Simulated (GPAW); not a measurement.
CsGeBr3 (Pm-3m): one start, several treatments of the self-energy. Symmetry: Pm-3m, No. 221, cubic system. Conventional cell: a = 5.533 Å, b = 5.533 Å, c = 5.533 Å, α = 90.00°, β = 90.00°, γ = 90.00°. Cs has 12 Br at 3.91 Å nearest. Nearest to Ge lie 6 Br at 2.77 Å. Nearest to Br lie 2 Ge at 2.77 Å and 4 Cs at 3.91 Å. Farther neighbours and most contacts between anions are not listed. The calculation used DFT, LDA, plane waves, PAW (and 3 further levels or steps) in GPAW 26.7.0, with cutoff 450 eV, GPAW PAW setups 1.2.1 data release, 2×2×2 k-mesh, nbands 580 in one of its runs. The G0W0, Godby-Needs plasmon pole is 1.222 eV and the one-shot HSE06 is 1.393 eV. The G0W0, extrapolated in the cutoff is 1.410 eV, the one-shot PBE0 is 2.075 eV and the G0W0, full frequency, Hilbert transform is 1.190 eV. The known limits are not at the basis limit; no spin-orbit coupling; coarse k mesh. It took 6 runs, 6.7 min in all on 4 MPI ranks of Arm Neoverse V2, shared host (the runs of this entry). One-shot HSE06: +0.171 eV against G0W0, Godby-Needs plasmon pole. G0W0, extrapolated in the cutoff: +0.188 eV against G0W0, Godby-Needs plasmon pole, at other bands or cutoff, so not like for like. The cell and positions are those that the Materials Project relaxed with its own functionals (PBE, PBE+U or r2SCAN), kept fixed. Limits: no spin-orbit coupling. Bands and cutoff are finite, so the gap is not at the basis limit. The miss can reach some tenths of an eV and take either sign; the mesh is an error of its own. The program warns of a poor linear fit in the extrapolation of some level, so the extrapolated values are rough. The 2×2×2 mesh is coarse for this cell, which bears on the long-range parts of exchange and screening.

```xyz
5
Lattice="5.5333 0.0000 0.0000 0.0000 5.5333 0.0000 0.0000 0.0000 5.5333" Properties=species:S:1:pos:R:3 pbc="T T T"
Cs    0.0000    0.0000    0.0000
Ge    2.7667    2.7667    2.7667
Br    2.7667    2.7667    0.0000
Br    2.7667    0.0000    2.7667
Br    0.0000    2.7667    2.7667
```

[Paths, hosts, dates, memory and timing lines, banners, echoed tables and standing remarks are left out of the program output.]

[Logs are printed without paths, hosts, clocks, repeated set-up lines and the standing remarks that a program may print on its own settings, such as how far it seeks lower states.]

[Runs of the session that timed out or met a known fault of the program may be left out.]

[Hosts, paths, dates, database ids (printed as entryN), source tags and the programs' standing remarks are cut or masked in the printed files.]
